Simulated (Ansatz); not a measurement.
**Work function of K(110): what the settings cost and change**

How thick a slab and how much vacuum does the work function of K(110) need?

Method: plane-wave DFT, PBE, Ansatz PAW, in Ansatz 0.2.0.

## (1) The structure

The cell holds 1 atom: 1 K. Its edges and angles: a = 4.529 Å, b = 4.529 Å, c = 18.000 Å, α = 90.0°, β = 90.0°, γ = 70.5°. Vacuum lies along c.

## (2) Run, setting 1 layer

A work function rests on the faint tail of the density, so the SCF threshold is tight. The slab grows from one layer, at fixed mesh and 18 Å of vacuum; then the vacuum is varied on one slab.

Contents of input.yaml:

```yaml
crystal:
  lattice:
    - [3.6981684656, -2.615, 0.0]
    - [3.6981684656, 2.615, 0.0]
    - [0.0, 0.0, 18.0]
  atoms:
    - { symbol: K, position: [0.0, 0.0, 0.5] }
kpoints:
  mp_grid: { grid: [10, 10, 1] }
hamiltonian:
  xc: pbe
scf:
  occupations: { method: fermi_dirac, width: 0.1 }
  convergence: { dr2_threshold: 1.0e-09 }
efield:
  axis: 3
  dipole_correction: true
  ramp_position: 0.97
  ramp_width: 0.06
output:
  write_potential: true
  write_density: true
  volumetric_format: npy
  elf: true
```

The run is started by

```console
$ ansatz run input.yaml --threads 2 --pin off --max-ram 3072MiB --backend cpu --events-out ev --progress --plain --runs-dir out
```

Numbers of over 12 decimals in the logs are rounded to 6 here.

Output:

```text
Engine: ansatz 0.2.0, aarch64-unknown-linux-gnu
Pseudopotentials: kind: paw
Pseudopotential: K, paw, valence charge 9, recommended cutoff 420 eV (normal), K.paw.azcp
Functional definition: PBE
  parameter kappa = 0.804
  parameter beta = 0.066725
  exchange = pbe_x(kappa = kappa, mu = beta*pi^2/3)
  correlation = pbe_c(beta = beta)
Crystal: 1 atoms, lattice volume = 348.146 Å³
Basis set: ecut = 420 eV, 6853 PW (Γ)
Bands: 9, of which v1, the nominal top of the filled ones, is band 5 counted from 1 (4 counted from 0)
Symmetry: 4 space group operations
k-points: 31 of 100
Non-local potential: K, projectors of the file, l = 0: 3, l = 1: 2, l = 2: 2
PAW form: soft (Blöchl's): semilocal exchange-correlation on the pseudo side does not see the compensation charge
PAW one-centre angular grid: K, 110 points (default); XC on 64 Gauss nodes
Initial density: superposition of atomic densities (neutral atoms: chi_scale 0, normalization atom), corrected by the library's trained network
Initial wavefunctions: pseudopotential atomic-orbital guess
Functional: x = pbe(κ = 0.804, μ = 0.219515), c = pbe(β = 0.066725)
SCF iter   1: F=—  HF=-1537.542741 eV  |F-HF|=—  |Δ(HF+E_count)|=         —  Δρ=1.81e-4  dr2=3.41e-4  ethr=1.77e-3  p=0.000 e·Å  D=1.85e-16 V/Å  ΔV_dip=-0.00 eV  dr2_dipole=1.57e-12  V_vac-E_F(+/−)=2.52/2.52 eV  ⟨swp⟩=7.0  Hψ=2452  notcnv=0
efield: sawtooth ramp at fractional position 0.9700 (set: `efield.ramp_position`, or a place that a band, a saddle search or an elastic batch's reference lends), width 0.0600; the density the first Hamiltonian is built on has a dipole p = 0.000 e·Å; the dipole correction subtracts the counter field D = 1.85e-16 V/Å, which shifts the + side's vacuum level by -0.00 eV against the − side's; the planar-averaged density in the ramp window peaks in size at 2.9e-6 e/Å³
preconditioner: auto → LDOS  [metal: Δε(μ)=0.103 eV  Ē_g=2.859 eV  σ=0.100 eV  W_gap=0.25  n_scr=12 (ndim 8)  ℏωp=2.0 eV  f_vac=0.660  D(μ)=0.90/eV (n_scr^D=2)  β→1.0]
SCF iter   2: F=—  HF=-1537.543585 eV  |F-HF|=—  |Δ(HF+E_count)|=   8.44e-4  Δρ=8.05e-5  dr2=1.55e-4  ethr=3.79e-6  p=0.000 e·Å  D=2.10e-7 V/Å  ΔV_dip=-0.00 eV  dr2_dipole=8.33e-12  V_vac-E_F(+/−)=2.48/2.48 eV  ⟨swp⟩=2.3  Hψ=676  notcnv=0
SCF iter   3: F=—  HF=-1537.543595 eV  |F-HF|=—  |Δ(HF+E_count)|=   1.02e-5  Δρ=1.78e-5  dr2=9.26e-7  ethr=1.73e-6  p=-0.000 e·Å  D=-7.97e-7 V/Å  ΔV_dip=0.00 eV  dr2_dipole=5.38e-11  V_vac-E_F(+/−)=2.45/2.45 eV  ⟨swp⟩=1.6  Hψ=304  notcnv=0
SCF iter   4: F=—  HF=-1537.543598 eV  |F-HF|=—  |Δ(HF+E_count)|=   2.57e-6  Δρ=4.00e-6  dr2=9.11e-8  ethr=1.03e-8  p=0.000 e·Å  D=7.19e-7 V/Å  ΔV_dip=-0.00 eV  dr2_dipole=3.95e-11  V_vac-E_F(+/−)=2.45/2.45 eV  ⟨swp⟩=2.2  Hψ=421  notcnv=0
SCF iter   5: F=—  HF=-1537.543598 eV  |F-HF|=—  |Δ(HF+E_count)|=   2.14e-7  Δρ=1.43e-6  dr2=8.26e-9  ethr=1.01e-9  p=-0.000 e·Å  D=-7.99e-7 V/Å  ΔV_dip=0.00 eV  dr2_dipole=6.26e-11  V_vac-E_F(+/−)=2.45/2.45 eV  ⟨swp⟩=2.9  Hψ=438  notcnv=0
SCF iter   6: F=—  HF=-1537.543598 eV  |F-HF|=—  |Δ(HF+E_count)|=   5.00e-9  Δρ=5.01e-7  dr2=1.10e-9  ethr=1.11e-11  p=0.000 e·Å  D=5.79e-7 V/Å  ΔV_dip=-0.00 eV  dr2_dipole=3.27e-11  V_vac-E_F(+/−)=2.45/2.45 eV  ⟨swp⟩=5.6  Hψ=1394  notcnv=0
SCF iter   7: F=-1537.543598 eV  HF=-1537.543598 eV  |F-HF|=1.02e-10  |Δ(HF+E_count)|=  8.59e-10  Δρ=2.41e-7  dr2=2.46e-10  ethr=1.11e-11  p=-0.000 e·Å  D=-3.87e-7 V/Å  ΔV_dip=0.00 eV  dr2_dipole=1.37e-11  V_vac-E_F(+/−)=2.45/2.45 eV  ⟨swp⟩=2.6  Hψ=793  notcnv=0
SCF 1 converged in 7 iterations: F = -1537.543598 eV  dr2 = 2.46e-10
  greatest PAW one-centre occupation: 0.988 electrons in one spin orbital (limit 2), on the K atom at site 0 (counted from 0), in its partial waves of l = 0
WARN: The output density's exchange-correlation potential varies sharply where the density is thin. Do not read a vacuum level from v_tot or v_xc, or from such a field of the output density. On a cell that repeats whose density bears no net charge and no dipole along the vacuum's axis use v_es (v_loc + v_h of the components); under efield.dipole_correction with no amplitude use v_es + v_field, which holds any externa [...]
SCF converged after 7 iterations
Free energy (F): -1537.543598 eV
Harris-Foulkes:  -1537.543598 eV  (|F-HF|=1.02e-10)
Internal energy: -1537.515047 eV  (E = F + TS)
E sigma→0 (E₀):  -1537.529323 eV
Entropy (-TS):   -0.028551 eV (-28.551 meV/atom)
Fermi energy:    -1.474875 eV
Dipole field:    D = 0.000003 V/Å  (p = 0.000007 e·Å, saw-weighted, corrected)
Work function:   Φ+ = 2.4471 eV   Φ− = 2.4471 eV
Levels:          The Fermi level and band energies are counted from a zero that moves with the ramp; work functions are not
--- Per-component energies (eV) ---
  E_band       = -174.560075
  E_kinetic    = 251.774926
  E_local      = -1624.953597  (includes V_loc(G=0)·N_el)
  E_nonlocal   = 13.011045
  E_hartree    = 688.512232
  E_xc         = -133.363604
  E_vxc        = -162.514007  (∫ρ·V_xc dr)
  E_paw        = -781.849767  (= ΣΔE_a)
  E_vpaw       = -28.902956  (= ΣTr[D̂ρ^β])
  E_aug_tail   = -0.000003  (compensation charges beyond the density's cutoff)
  E_efield     = 0.000000  (sawtooth field / dipole correction)
  E_vefield    = 0.000000  (∫n·V_field dr)
  E_ewald      = 49.353721
  E_smearing   = -0.028551  (= −TS)
  E_closure    = 0.000000  (closes the sum)
  Σ components = -1537.543598   (vs F -1537.543598, Δ=0.00e0)
--- Band table (eV; the first three rows and the last of 31) ---
  k-point 0: bands = ["-33.9491", "-17.4542", "-17.3873", "-17.3870", "-2.8275", "-0.8114", "0.3173", "1.2278", "1.3587"]
  k-point 1: bands = ["-33.9488", "-17.4537", "-17.3923", "-17.3873", "-2.7320", "-0.7432", "0.3999", "1.3061", "1.4293"]
  k-point 2: bands = ["-33.9483", "-17.4522", "-17.4057", "-17.3876", "-2.4504", "-0.5405", "0.6440", "1.4751", "1.5501"]
  k-point 30: bands = ["-33.9449", "-17.4503", "-17.4445", "-17.4134", "-0.2197", "-0.0154", "0.9269", "1.7581", "1.9693"]
```

Wall time 17 s (2 threads of Arm Neoverse N1, shared host); peak memory 0.52 GiB; 27 s of CPU time.

Numbers from this step:

- energy at zero smearing: -1537.5293 eV
- work function, upper face: 2.447 eV

Running mean over 3.698 Å of the planar mean; the ramp of the sawtooth is left out. Electron's electrostatic potential energy less the Fermi level against z:

```tsv
z (Å)	electron's electrostatic potential energy less the Fermi level (eV)
2.88	2.45
3.31	2.44
3.74	2.44
4.18	2.43
4.61	2.41
5.04	2.38
5.47	2.31
5.90	2.18
6.19	2.04
6.62	1.62
7.06	0.870
7.49	0.0393
7.92	-0.525
8.35	-0.774
8.78	-0.874
9.22	-0.874
9.65	-0.774
10.08	-0.525
10.51	0.0393
10.94	0.870
11.38	1.62
11.81	2.04
12.10	2.18
12.53	2.31
12.96	2.38
13.39	2.41
13.82	2.43
14.26	2.44
14.69	2.44
15.12	2.45
```

ELF in the ca plane at fractional y = 0.000, with atoms of K within 0.2 Å of it. It is the smooth field of the valence electrons, not physical close to the nuclei.

Values, 6 rows by 16 columns, each cell a mean:
```
0.00 0.00 0.00 0.00 0.02 0.12 0.07 0.71 0.78 0.12 0.11 0.04 0.00 0.00 0.00 0.00
0.00 0.00 0.00 0.00 0.03 0.16 0.13 0.20 0.25 0.10 0.19 0.04 0.00 0.00 0.00 0.00
0.00 0.00 0.00 0.00 0.03 0.20 0.44 0.28 0.25 0.44 0.26 0.04 0.00 0.00 0.00 0.00
0.00 0.00 0.00 0.00 0.03 0.20 0.36 0.18 0.16 0.34 0.25 0.04 0.00 0.00 0.00 0.00
0.00 0.00 0.00 0.00 0.03 0.15 0.09 0.34 0.43 0.08 0.16 0.04 0.00 0.00 0.00 0.00
0.00 0.00 0.00 0.00 0.02 0.11 0.08 0.75 0.79 0.15 0.11 0.04 0.00 0.00 0.00 0.00
```
Columns run along c (18.0 Å), rows up along a (4.5 Å). Atoms in or near the plane, at fractional coordinates: K at (0.50, 0.00).

Valence density in the ca plane at fractional y = 0.000, with atoms of K within 0.2 Å of it. It is the smooth field of the valence electrons, not physical close to the nuclei.

Ten steps, logarithmic in the rise over the least value, from '0' (0.0 e/Å³) to '9' (4.1 e/Å³), each cell a mean:
```
00000000000000000013799852000000000000000000
00000000000000000002578631000000000000000000
00000000000000000001234310000000000000000000
00000000000000000000111100000000000000000000
00000000000000000000000000000000000000000000
00000000000000000000000000000000000000000000
00000000000000000000011000000000000000000000
00000000000000000000122110000000000000000000
00000000000000000001356421000000000000000000
00000000000000000003689741000000000000000000
00000000000000000014899962000000000000000000
```
Columns run along c (18.0 Å), rows up along a (4.5 Å). Atoms in or near the plane, at fractional coordinates: K at (0.50, 0.00).

Electrostatic potential energy in the ca plane at fractional y = 0.000, with atoms of K within 0.2 Å of it. With pseudopotentials it is smooth inside the atoms' cores, unlike the true potential.

Values in eV, 6 rows by 16 columns, each cell a mean:
```
  1   1   1   1   1   1  -1 -13 -15  -2   0   1   1   1   1   1
  1   1   1   1   1   1   0  -4  -5  -1   1   1   1   1   1   1
  1   1   1   1   1   1   1   0   0   0   1   1   1   1   1   1
  1   1   1   1   1   1   0  -1  -1   0   1   1   1   1   1   1
  1   1   1   1   1   1   0  -6  -8  -1   1   1   1   1   1   1
  1   1   1   1   1   1  -2 -14 -16  -3   0   1   1   1   1   1
```
Columns run along c (18.0 Å; values clipped at the 3rd and 97th percentile), rows up along a (4.5 Å). Atoms in or near the plane, at fractional coordinates: K at (0.50, 0.00).

The work function is 2.447 eV.

## (3) Slab, 2 atoms

System of this step: K(110). The cell holds 2 atoms: 2 K. Its edges and angles: a = 4.529 Å, b = 4.529 Å, c = 21.698 Å, α = 90.0°, β = 90.0°, γ = 70.5°. Vacuum lies along c.

input.yaml, the sections that differ from step 2:

```yaml
crystal:
  lattice:
    - [3.6981684656, -2.615, 0.0]
    - [3.6981684656, 2.615, 0.0]
    - [0.0, 0.0, 21.6981684656]
  atoms:
    - { symbol: K, position: [0.0, 0.0, 0.4147815524] }
    - { symbol: K, position: [0.5, 0.5, 0.5852184476] }
output:
  write_potential: true
  write_density: true
  volumetric_format: npy
# kpoints, hamiltonian, scf, efield: as in step 2
```

Output:

```text
[...]
Crystal: 2 atoms, lattice volume = 419.673 Å³
Basis set: ecut = 420 eV, 8249 PW (Γ)
Bands: 13, of which v1, the nominal top of the filled ones, is band 9 counted from 1 (8 counted from 0)
Symmetry: 4 space group operations
k-points: 31 of 100
[...]
k-point 0: bands = [... 5 lower, -16.6413, -16.6412, -16.6410, -2.7380, -1.6736, -0.2559, 0.6562, 1.3355]
  k-point 1: bands = [... 5 lower, -16.6463, -16.6436, -16.6413, -2.6439, -1.5810, -0.1928, 0.7338, 1.4098]
  k-point 2: bands = [... 5 lower, -16.6595, -16.6459, -16.6419, -2.3666, -1.3087, -0.0053, 0.9512, 1.6298]
  k-point 30: bands = [... 5 lower, -16.6806, -16.6674, -16.6667, -0.0871, 0.0016, 0.6616, 0.9288, 1.3102]
[key lines of the parts left out:]
SCF converged after 7 iterations
Free energy (F): -3075.337600 eV
Fermi energy:    -0.892075 eV
Dipole field:    D = 0.000001 V/Å  (p = 0.000003 e·Å, saw-weighted, corrected)
Work function:   Φ+ = 2.4436 eV   Φ− = 2.4437 eV
```

It took 26 s on 2 threads; peak memory 0.55 GiB.

The work function is 2.444 eV, -0.003 eV from the run “1 layer”, at 1.4 times its CPU time.

## (4) Run, 3 atoms

System of this step: K(110). The cell holds 3 atoms: 3 K. Cell: a = 4.529 Å, b = 4.529 Å, c = 25.396 Å, α = 90.0°, β = 90.0°, γ = 70.5°. Vacuum lies along c.

input.yaml, the sections that differ from step 3:

```yaml
crystal:
  lattice:
    - [3.6981684656, -2.615, 0.0]
    - [3.6981684656, 2.615, 0.0]
    - [0.0, 0.0, 25.3963369312]
  atoms:
    - { symbol: K, position: [0.0, 0.0, 0.3543818159] }
    - { symbol: K, position: [0.5, 0.5, 0.5] }
    - { symbol: K, position: [0.0, 0.0, 0.6456181841] }
# kpoints, hamiltonian, scf, efield, output: as in step 3
```

Output:

```text
[...]
Crystal: 3 atoms, lattice volume = 491.201 Å³
Basis set: ecut = 420 eV, 9653 PW (Γ)
Bands: 18, of which v1, the nominal top of the filled ones, is band 14 counted from 1 (13 counted from 0)
Symmetry: 4 space group operations
k-points: 31 of 100
[...]
k-point 0: bands = [... 10 lower, -16.0467, -16.0336, -2.4756, -1.8819, -0.9500, 0.1642, 0.8769, 1.7047]
  k-point 1: bands = [... 10 lower, -16.0494, -16.0361, -2.3812, -1.7897, -0.8600, 0.2239, 0.9533, 1.7681]
  k-point 2: bands = [... 10 lower, -16.0595, -16.0392, -2.1029, -1.5184, -0.5960, 0.4014, 1.1671, 1.9391]
  k-point 30: bands = [... 10 lower, -16.0734, -16.0522, 0.1724, 0.3233, 0.6690, 0.7169, 1.1492, 1.4676]
[key lines of the parts left out:]
SCF converged after 8 iterations
Free energy (F): -4613.128158 eV
Fermi energy:    -0.481901 eV
Dipole field:    D = 0.000000 V/Å  (p = 0.000000 e·Å, saw-weighted, corrected)
Work function:   Φ+ = 2.4288 eV   Φ− = 2.4289 eV
```

Run time: 41 s. Hardware: 2 threads; peak memory 0.67 GiB.

The work function is 2.429 eV, -0.015 eV from the run “2 layers”, at 1.6 times its CPU time.

## (5) Slab, 4 atoms

System of this step: K(110). The cell holds 4 atoms: 4 K. Cell: a = 4.529 Å, b = 4.529 Å, c = 29.095 Å, α = 90.0°, β = 90.0°, γ = 70.5°. Vacuum lies along c.

input.yaml, the sections that differ from step 4:

```yaml
crystal:
  lattice:
    - [3.6981684656, -2.615, 0.0]
    - [3.6981684656, 2.615, 0.0]
    - [0.0, 0.0, 29.0945053968]
  atoms:
    - { symbol: K, position: [0.0, 0.0, 0.3093367589] }
    - { symbol: K, position: [0.5, 0.5, 0.4364455863] }
    - { symbol: K, position: [0.0, 0.0, 0.5635544137] }
    - { symbol: K, position: [0.5, 0.5, 0.6906632411] }
# kpoints, hamiltonian, scf, efield, output: as in step 4
```

Output:

```text
[...]
Crystal: 4 atoms, lattice volume = 562.729 Å³
Basis set: ecut = 420 eV, 11073 PW (Γ)
Bands: 22, of which v1, the nominal top of the filled ones, is band 18 counted from 1 (17 counted from 0)
Symmetry: 4 space group operations
k-points: 31 of 100
[...]
k-point 0: bands = [... 14 lower, -15.7254, -15.7254, -2.2376, -1.8639, -1.2419, -0.4537, 0.4750, 1.0778]
  k-point 1: bands = [... 14 lower, -15.7280, -15.7275, -2.1430, -1.7711, -1.1514, -0.3654, 0.5326, 1.1523]
  k-point 2: bands = [... 14 lower, -15.7316, -15.7291, -1.8638, -1.4978, -0.8857, -0.1077, 0.7037, 1.3613]
  k-point 30: bands = [... 14 lower, -15.7578, -15.7339, 0.4078, 0.5940, 0.7734, 0.7893, 1.1457, 1.2467]
[key lines of the parts left out:]
SCF converged after 8 iterations
Free energy (F): -6150.925718 eV
Fermi energy:    -0.167817 eV
Dipole field:    D = 0.000000 V/Å  (p = 0.000001 e·Å, saw-weighted, corrected)
Work function:   Φ+ = 2.4052 eV   Φ− = 2.4053 eV
```

Elapsed: 52 s, on 2 threads; peak memory 0.78 GiB.

The work function is 2.405 eV, -0.024 eV from the run “3 layers”, at 1.4 times its CPU time.

## (6) Run, 5 atoms

System of this step: K(110). The cell holds 5 atoms: 5 K. Cell: a = 4.529 Å, b = 4.529 Å, c = 32.793 Å, α = 90.0°, β = 90.0°, γ = 70.5°. Vacuum lies along c.

input.yaml, the sections that differ from step 5:

```yaml
crystal:
  lattice:
    - [3.6981684656, -2.615, 0.0]
    - [3.6981684656, 2.615, 0.0]
    - [0.0, 0.0, 32.7926738624]
  atoms:
    - { symbol: K, position: [0.0, 0.0, 0.2744515448] }
    - { symbol: K, position: [0.5, 0.5, 0.3872257724] }
    - { symbol: K, position: [0.0, 0.0, 0.5] }
    - { symbol: K, position: [0.5, 0.5, 0.6127742276] }
    - { symbol: K, position: [0.0, 0.0, 0.7255484552] }
# kpoints, hamiltonian, scf, efield, output: as in step 5
```

Output:

```text
[...]
Crystal: 5 atoms, lattice volume = 634.257 Å³
Basis set: ecut = 420 eV, 12473 PW (Γ)
Bands: 28, of which v1, the nominal top of the filled ones, is band 23 counted from 1 (22 counted from 0)
Symmetry: 4 space group operations
k-points: 31 of 100
[...]
k-point 1: bands = [... 19 lower, -15.4927, -1.9468, -1.6907, -1.2574, -0.6752, -0.0034, 0.7731, 1.2924, ... 1 higher]
  k-point 2: bands = [... 19 lower, -15.4944, -1.6671, -1.4157, -0.9891, -0.4141, 0.2499, 0.9390, 1.5014, ... 1 higher]
  k-point 30: bands = [... 19 lower, -15.4971, 0.6023, 0.8086, 0.8603, 0.9351, 1.1675, 1.2473, 1.4860, ... 1 higher]
[key lines of the parts left out:]
SCF converged after 9 iterations
Free energy (F): -7688.720009 eV
Fermi energy:    0.065215 eV
Dipole field:    D = -0.000000 V/Å  (p = -0.000000 e·Å, saw-weighted, corrected)
Work function:   Φ+ = 2.3978 eV   Φ− = 2.3978 eV
```

The job ended after 80 s (2 threads; peak memory 0.96 GiB).

The work function is 2.398 eV, -0.007 eV from the run “4 layers”, at 1.5 times its CPU time.

## (7) Run, 6 atoms

System of this step: K(110). The cell holds 6 atoms: 6 K. Cell: a = 4.529 Å, b = 4.529 Å, c = 36.491 Å, α = 90.0°, β = 90.0°, γ = 70.5°. Vacuum lies along c.

input.yaml, the sections that differ from step 6:

```yaml
crystal:
  lattice:
    - [3.6981684656, -2.615, 0.0]
    - [3.6981684656, 2.615, 0.0]
    - [0.0, 0.0, 36.490842328]
  atoms:
    - { symbol: K, position: [0.0, 0.0, 0.2466372225] }
    - { symbol: K, position: [0.5, 0.5, 0.3479823335] }
    - { symbol: K, position: [0.0, 0.0, 0.4493274445] }
    - { symbol: K, position: [0.5, 0.5, 0.5506725555] }
    - { symbol: K, position: [0.0, 0.0, 0.6520176665] }
    - { symbol: K, position: [0.5, 0.5, 0.7533627775] }
# kpoints, hamiltonian, scf, efield, output: as in step 6
```

Output:

```text
[...]
Crystal: 6 atoms, lattice volume = 705.785 Å³
Basis set: ecut = 420 eV, 13901 PW (Γ)
Bands: 33, of which v1, the nominal top of the filled ones, is band 27 counted from 1 (26 counted from 0)
Symmetry: 4 space group operations
k-points: 31 of 100
[...]
k-point 1: bands = [... 23 lower, -15.3095, -1.7844, -1.5958, -1.2787, -0.8425, -0.3100, 0.2746, 0.9610, ... 2 higher]
  k-point 2: bands = [... 23 lower, -15.3101, -1.5042, -1.3194, -1.0079, -0.5783, -0.0528, 0.5246, 1.1236, ... 2 higher]
  k-point 30: bands = [... 23 lower, -15.3108, 0.7637, 0.9559, 0.9826, 1.0732, 1.2355, 1.2567, 1.4663, ... 2 higher]
[key lines of the parts left out:]
SCF converged after 9 iterations
Free energy (F): -9226.516602 eV
Fermi energy:    0.254091 eV
Dipole field:    D = -0.000000 V/Å  (p = -0.000001 e·Å, saw-weighted, corrected)
Work function:   Φ+ = 2.3890 eV   Φ− = 2.3890 eV
```

Elapsed: 1.7 min, on 2 threads; peak memory 1.1 GiB.

The work function is 2.389 eV, -0.009 eV from the run “5 layers”, at 1.3 times its CPU time.

## (8) Run, 8 atoms

System of this step: K(110). The cell holds 8 atoms: 8 K. Cell: a = 4.529 Å, b = 4.529 Å, c = 43.887 Å, α = 90.0°, β = 90.0°, γ = 70.5°. Vacuum lies along c.

input.yaml, the sections that differ from step 7:

```yaml
crystal:
  lattice:
    - [3.6981684656, -2.615, 0.0]
    - [3.6981684656, 2.615, 0.0]
    - [0.0, 0.0, 43.8871792592]
  atoms:
    - { symbol: K, position: [0.0, 0.0, 0.2050712794] }
    - { symbol: K, position: [0.5, 0.5, 0.2893366281] }
    - { symbol: K, position: [0.0, 0.0, 0.3736019769] }
    - { symbol: K, position: [0.5, 0.5, 0.4578673256] }
    - { symbol: K, position: [0.0, 0.0, 0.5421326744] }
    - { symbol: K, position: [0.5, 0.5, 0.6263980231] }
    - { symbol: K, position: [0.0, 0.0, 0.7106633719] }
    - { symbol: K, position: [0.5, 0.5, 0.7949287206] }
# kpoints, hamiltonian, scf, efield, output: as in step 7
```

Output:

```text
[...]
Crystal: 8 atoms, lattice volume = 848.840 Å³
Basis set: ecut = 420 eV, 16703 PW (Γ)
Bands: 44, of which v1, the nominal top of the filled ones, is band 36 counted from 1 (35 counted from 0)
Symmetry: 4 space group operations
k-points: 31 of 100
[...]
k-point 1: bands = [... 32 lower, -1.5372, -1.4216, -1.2315, -0.9637, -0.6270, -0.2295, 0.2113, 0.6734, ... 4 higher]
  k-point 2: bands = [... 32 lower, -1.2565, -1.1434, -0.9573, -0.6944, -0.3634, 0.0282, 0.4628, 0.9190, ... 4 higher]
  k-point 30: bands = [... 32 lower, 1.0098, 1.1286, 1.2429, 1.2971, 1.3177, 1.3882, 1.5224, 1.5655, ... 4 higher]
[key lines of the parts left out:]
SCF converged after 9 iterations
Free energy (F): -12302.108033 eV
Fermi energy:    0.524536 eV
Dipole field:    D = -0.000000 V/Å  (p = -0.000001 e·Å, saw-weighted, corrected)
Work function:   Φ+ = 2.3941 eV   Φ− = 2.3941 eV
```

The job ended after 2.9 min (2 threads; peak memory 1.5 GiB).

The work function is 2.394 eV, +0.005 eV from the run “6 layers”, at 1.8 times its CPU time.

[end of part 1 of 2]

[Logs are printed without paths, hosts, clocks, repeated set-up lines and the standing remarks that a program may print on its own settings, such as how far it seeks lower states.]

[Hosts, paths, dates, database ids (printed as entryN), source tags and the programs' standing remarks are cut or masked in the printed files.]

[Maps of the electrostatic potential energy from Ansatz leave out the sawtooth potential of an applied field or a dipole correction, so their vacuum need not be flat; planar profiles and work functions include it.]
